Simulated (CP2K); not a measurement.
Two runs for the C K edge of ethynylacetaldehyde. Run A: CP2K XAS_TDP, all-electron GAPW, PBEh(45%), aug-cc-pVDZ, TDA, no relativity. Run B differs in one setting.

First lines with a strength over 0.0015. A:

```
                      atom  energy (eV)  states  strength, one atom
    C1 (bonded to C and H)       281.98       1              0.0480
                                 282.23       1              0.0469
                                 284.46       1              0.0050
                                 285.01       1              0.0058
                                 285.46       1              0.0028
        C2 (bonded to 2 C)       282.30       1              0.0485
                                 282.38       1              0.0519
                                 283.93       1              0.0038
                                 287.08       1              0.0034
                                 287.22       1              0.0034
C3 (bonded to 2 C and 2 H)       284.84       1              0.0127
                                 285.03       1              0.0112
                                 286.08       1              0.0075
                                 286.32       1              0.0099
                                 287.01       1              0.0036
 C4 (bonded to C, O and H)       281.68       1              0.0698
                                 287.01       1              0.0137
                                 287.55       1              0.0151
                                 287.65       1              0.0027
                                 288.39       1              0.0029
```

B:

```csv
atom,energy (eV),states,"strength, one atom"
C1 (bonded to C and H),288.19,1,0.0469
,288.44,1,0.0459
,290.67,1,0.0049
,291.22,1,0.0057
,291.67,1,0.0028
C2 (bonded to 2 C),288.23,1,0.0475
,288.31,1,0.0508
,289.86,1,0.0037
,293.01,1,0.0034
,293.15,1,0.0033
C3 (bonded to 2 C and 2 H),291.05,1,0.0124
,291.24,1,0.0110
,292.29,1,0.0073
,292.53,1,0.0097
,293.23,1,0.0036
"C4 (bonded to C, O and H)",288.52,1,0.0681
,293.85,1,0.0134
,294.39,1,0.0148
,294.49,1,0.0027
,295.23,1,0.0028
```

Question: Which was it: GW2X switched on, the functional, the basis, scalar relativity switched on?

GW2X switched on. GW2X shifts an atom's lines together and keeps their spacings. Against PBEh(45%) in aug-cc-pVDZ, the leading lines move by +6.21 eV (C1, to 288.19), +5.93 eV (C2, to 288.23), +6.21 eV (C3, to 291.05) and +6.84 eV (C4, to 288.52).

[Banner, clock and machine lines of the logs are left out without a mark of their own.]

[Logs are printed without paths, hosts, clocks, repeated set-up lines and the standing remarks that a program may print on its own settings, such as how far it seeks lower states.]

[Hosts, paths, dates, database ids (printed as entryN), source tags and the programs' standing remarks are cut or masked in the printed files.]
